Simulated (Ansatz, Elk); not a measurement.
# Sc3Rh4Pb: X-ray structure factors from the self-consistent density

The structure of Sc3Rh4Pb used here is made up (a known structure type with other elements) and was relaxed beforehand with PBE. The aim is the Fourier transform of its all-electron density, F(hkl), set beside the sum over free spherical atoms that refinements use.

Main program and level: Elk 11.2.3 (patched build); DFT, PBE, all-electron APW+lo, Dirac cores, scalar-relativistic bands, static density, no spin.

This account leaves out most program logs.

The structure was built from a prototype and need not be the compound's stable phase.

**1. The structure**

The structure is trigonal, space group R3 (No. 146). The conventional cell has a = 7.219 Å, b = 7.219 Å, c = 9.412 Å, α = 90.00°, β = 90.00°, γ = 120.00°. Pb has 7 Rh at 2.84 to 3.09 Å and 6 Sc at 3.17 to 3.20 Å nearest. Nearest to Rh lie 5 Sc at 2.66 to 2.85 Å and 2 Pb at 2.84 to 2.85 Å and 2 Rh at 2.94 Å. Rh has 6 Sc at 2.72 to 2.76 Å and 1 Pb at 3.09 Å and 3 Rh at 3.09 Å nearest. Nearest to Sc lie 7 Rh at 2.66 to 2.85 Å and 2 Pb at 3.17 to 3.20 Å. Farther neighbours are not listed.

**2. Ground state and structure factors**

An all-electron density is needed, since X-rays see the cores too. Task 0 finds the density and task 195 Fourier-transforms it; tshift is off so that phases refer to the origin typed.

elk.in

```
tasks
  0
  195

xctype
  20

spinpol
  .false.

rgkmax
  7.0

gmaxvr
  14.0

lmaxo
  7

lmaxapw
  8

swidth
  0.002

tshift
  .false.

ramdisk
  .false.

hmaxvr
  5.5

maxscl
  120

epspot
  1e-06

sppath
  './'

avec
  6.82108159593 3.93815329591 5.92862266480
  -6.82108159593 3.93815329591 5.92862266480
  -0.00000000000 -7.87630659082 5.92862266548

atoms
  3
  'Pb.in'
  1
  0.1538027886 0.1538027886 0.1538027886   0.000000 0.000000 0.000000
  'Rh.in'
  4
  0.3699573205 0.6452310634 0.1766942336   0.000000 0.000000 0.000000
  0.6452310634 0.1766942336 0.3699573205   0.000000 0.000000 0.000000
  0.1766942336 0.3699573205 0.6452310634   0.000000 0.000000 0.000000
  0.8255871344 0.8255871344 0.8255871344   0.000000 0.000000 0.000000
  'Sc.in'
  3
  0.6627601858 0.3356261720 0.8456411016   0.000000 0.000000 0.000000
  0.3356261720 0.8456411016 0.6627601858   0.000000 0.000000 0.000000
  0.8456411016 0.6627601858 0.3356261720   0.000000 0.000000 0.000000

ngridk
  5 5 5
```

On the command line:

```bash
$ OMP_NUM_THREADS=4 elk
```

Run time: 2.8 min. Hardware: 4 threads of Arm Neoverse V1, shared host; peak memory 0.31 GiB.

SFACRHO.OUT:

```text

h k l indices transformed by vhmat matrix:
   1.000000000       0.000000000       0.000000000    
   0.000000000       1.000000000       0.000000000    
   0.000000000       0.000000000       1.000000000    

      h      k      l  multipl.   |H|            Re(F)            Im(F)           |F|

      0      0      0      1   0.0000000       325.00000      0.46287819E-16   325.00000    
      1      0      0      3  0.63846129       18.789786       46.348942       50.012803    
     -1      0      0      3  0.63846129       18.789786      -46.348942       50.012803    
     -1     -1      0      3  0.88432377      -23.570616      -8.3818167       25.016570    
      1      1      0      3  0.88432377      -23.570616       8.3818167       25.016570    
      1     -1      0      3  0.92114208       64.862473      -36.901265       74.624686    
      0     -1      1      3  0.92114208       64.862473       36.901265       74.624686    
      1      1      1      1   1.0598052      -40.291720       90.129242       98.725392    
     -1     -1     -1      1   1.0598052      -40.291720      -90.129242       98.725392    
     -1      1     -1      3   1.1207745       73.705185      -8.1509693       74.154518    
     -1      1      1      3   1.1207745       73.705185       8.1509693       74.154518    
      0      0      2      3   1.2769226      -99.298930       49.795918       111.08515    
      0      0     -2      3   1.2769226      -99.298930      -49.795918       111.08515    
     -1     -2      0      3   1.4041687      -40.430846      -2.0708552       40.483846    
      1      2      0      3   1.4041687      -40.430846       2.0708552       40.483846    
     -1      0     -2      3   1.4041687      -199.59145      -15.001696       200.15444    
      2      1      0      3   1.4041687      -199.59145       15.001696       200.15444    
      0     -1      2      3   1.4507372       35.138374      -24.826146       43.023747
```

Elk indexes on the primitive cell of elk.in and gives |H| = 4π sin θ/λ in inverse bohr. Below, one row stands for each form hkl of the conventional cell (m members, Friedel mates merged), F is for one primitive cell and the density is static (no thermal factor). Free-atom factors are Waasmaier and Kirfel's, and R is Σm||F|−|F'||/Σm|F|.

| hkl | m | sin θ/λ (Å⁻¹) | abs F, DFT | neutral atoms | diff. | abs of complex diff. |
| --- | --- | --- | --- | --- | --- | --- |
| 101 | 6 | 0.096 | 50.013 | 50.342 | -0.329 | 0.353 |
| 012 | 6 | 0.133 | 25.017 | 25.087 | -0.070 | 0.078 |
| 110 | 6 | 0.139 | 74.625 | 74.740 | -0.115 | 0.121 |
| 003 | 2 | 0.159 | 98.725 | 98.729 | -0.004 | 0.033 |
| 021 | 6 | 0.169 | 74.155 | 74.217 | -0.063 | 0.063 |
| 202 | 6 | 0.192 | 111.085 | 111.316 | -0.231 | 0.301 |
| 2 -1 3 | 6 | 0.211 | 40.484 | 40.333 | +0.151 | 0.192 |
| 113 | 6 | 0.211 | 200.154 | 201.028 | -0.874 | 0.877 |
| 211 | 6 | 0.218 | 43.024 | 43.236 | -0.213 | 0.375 |
| 3 -1 1 | 6 | 0.218 | 187.320 | 188.148 | -0.828 | 0.851 |
| 104 | 6 | 0.227 | 115.946 | 116.488 | -0.541 | 0.565 |
| 3 -2 2 | 6 | 0.237 | 129.402 | 129.982 | -0.580 | 0.625 |
| 122 | 6 | 0.237 | 95.142 | 95.538 | -0.396 | 0.552 |
| 300 | 6 | 0.240 | 121.519 | 122.035 | -0.515 | 0.515 |
| 024 | 6 | 0.266 | 3.082 | 2.841 | +0.241 | 0.242 |
| 220 | 6 | 0.277 | 71.928 | 71.992 | -0.063 | 0.117 |
| 015 | 6 | 0.277 | 87.339 | 87.758 | -0.419 | 0.493 |
| 033 | 6 | 0.288 | 110.841 | 111.192 | -0.351 | 0.353 |

**3. The highest occupied states alone**

An energy window below the Fermi level keeps the highest occupied states, to see at which angles they scatter; shallow core shells can lie inside it and anion s states outside. No new self-consistency is needed.

elk.in: that of step 2 with these lines changed.

```diff
@@ -1,3 +1,2 @@
 tasks
-  0
   195
@@ -40,2 +39,5 @@
 
+wsfac
+  -0.067220 0.600270
+
 sppath
```

On the command line:

```bash
$ OMP_NUM_THREADS=4 elk
```

Elapsed: 30 s, on 4 threads; peak memory 0.2 GiB; 39 s of CPU time.

States within 10 eV below the Fermi level hold 49.00 electrons; any levels below the window count with the cores. Their amplitudes can exceed the total, where window and core parts have opposite phase:

| hkl | sin θ/λ (Å⁻¹) | abs F, window | abs F, all |
| --- | --- | --- | --- |
| 101 | 0.096 | 2.337 | 50.013 |
| 012 | 0.133 | 8.897 | 25.017 |
| 110 | 0.139 | 8.175 | 74.625 |
| 003 | 0.159 | 12.874 | 98.725 |
| 021 | 0.169 | 8.734 | 74.155 |
| 202 | 0.192 | 6.016 | 111.085 |
| 2 -1 3 | 0.211 | 3.277 | 40.484 |
| 113 | 0.211 | 9.406 | 200.154 |
| 211 | 0.218 | 7.521 | 43.024 |
| 3 -1 1 | 0.218 | 9.335 | 187.320 |

**4. Another try**

In this try the input is made faulty on purpose, to show what that does.

The input is changed as shown.

elk.in: that of step 3 with these lines changed.

```diff
@@ -1,2 +1,3 @@
 tasks
+  0
   195
@@ -10,3 +11,3 @@
 rgkmax
-  7.0
+  3.5
 
@@ -34,3 +35,3 @@
 maxscl
-  120
+  60
 
@@ -38,5 +39,2 @@
   1e-06
-
-wsfac
-  -0.067220 0.600270
```

On the command line:

```bash
$ OMP_NUM_THREADS=4 elk
```

It took 2 min on 4 threads; peak memory 0.35 GiB.

The run finished. A setting was moved off its sound value on purpose, so it serves as a test and not as the result.

The fault put into the input: a cutoff far too low.

Its structure factors differ from the first run's by R = 0.2 %.

**5. Another functional**

The difference from free atoms is small, so it is set against the change that PBEsol makes.

elk.in: that of step 4 with these lines changed.

```diff
@@ -5,3 +5,3 @@
 xctype
-  20
+  22
 
@@ -11,3 +11,3 @@
 rgkmax
-  3.5
+  7.0
 
@@ -35,3 +35,3 @@
 maxscl
-  60
+  120
```

On the command line:

```bash
$ OMP_NUM_THREADS=4 elk
```

Elapsed: 2.6 min, on 4 threads; peak memory 0.31 GiB.

Against the first run R = 0.01 %; the largest change is -0.056 at 3 -1 1.

**6. Basis size**

A smaller basis shows how fast F responds to it; the change is likely larger than the basis error of the first run, but doesn't show convergence.

elk.in: that of step 5 with these lines changed.

```diff
@@ -5,3 +5,3 @@
 xctype
-  22
+  20
 
@@ -11,3 +11,3 @@
 rgkmax
-  7.0
+  5.5
```

On the command line:

```bash
$ OMP_NUM_THREADS=4 elk
```

It took 2.2 min on 4 threads; peak memory 0.3 GiB; 7.1 min of CPU time.

Against the first run R = 0.04 %; the largest change is +0.182 at 410.

**7. Settings against the effect**

| run | R against the first run (%) | R against neutral atoms, low angle (%) | wall time |
| --- | --- | --- | --- |
| PBE, rgkmax 7 | 0.00 | 0.36 | 2.8 min |
| PBEsol | 0.01 | 0.38 | 2.6 min |
| rgkmax 5.5 | 0.04 | 0.38 | 2.2 min |

**8. What came out**

| Item | Value |
| --- | --- |
| R against neutral atoms, sin θ/λ < 0.3 Å⁻¹ | 0.36 % |
| R against neutral atoms, 0.3 to 0.57 Å⁻¹ | 0.15 % |

Independent neutral atoms miss the calculated amplitudes by R = 0.36 % below 0.3 Å⁻¹ and 0.15 % from there to 0.57 Å⁻¹; by shells, 0.34 % below 0.15 Å⁻¹ (3 forms), 0.36 % 0.15 to 0.3 (20 forms), 0.16 % 0.3 to 0.45 (52 forms), 0.13 % above 0.45 (74 forms). Bonding, aspherical density and the tables' own atoms all enter these figures, and the runs don't part them. The largest change of an amplitude is -0.87 electrons, at 113. R counts amplitudes alone; phases shift too. The window's part falls from 49.0 electrons at the origin to at most 0.51 between 0.45 and 0.57 Å⁻¹. Below 0.3 Å⁻¹ the changes that finished (PBEsol and rgkmax 5.5) move F by R = 0.04 % at most, against the 0.36 % that separates it from free atoms. The k-mesh has no finished test. These runs have no spin, though d or f shells may be open. Spin-orbit coupling is left out, which can matter for elements this heavy. Part of the difference isn't bonding: the tables are fits to free atoms and ions calculated by other methods than this functional. Thermal motion, anomalous dispersion and extinction are left out.

[Logs are printed without paths, hosts, clocks, repeated set-up lines and the standing remarks that a program may print on its own settings, such as how far it seeks lower states.]

[Hosts, paths, dates, database ids (printed as entryN), source tags and the programs' standing remarks are cut or masked in the printed files.]
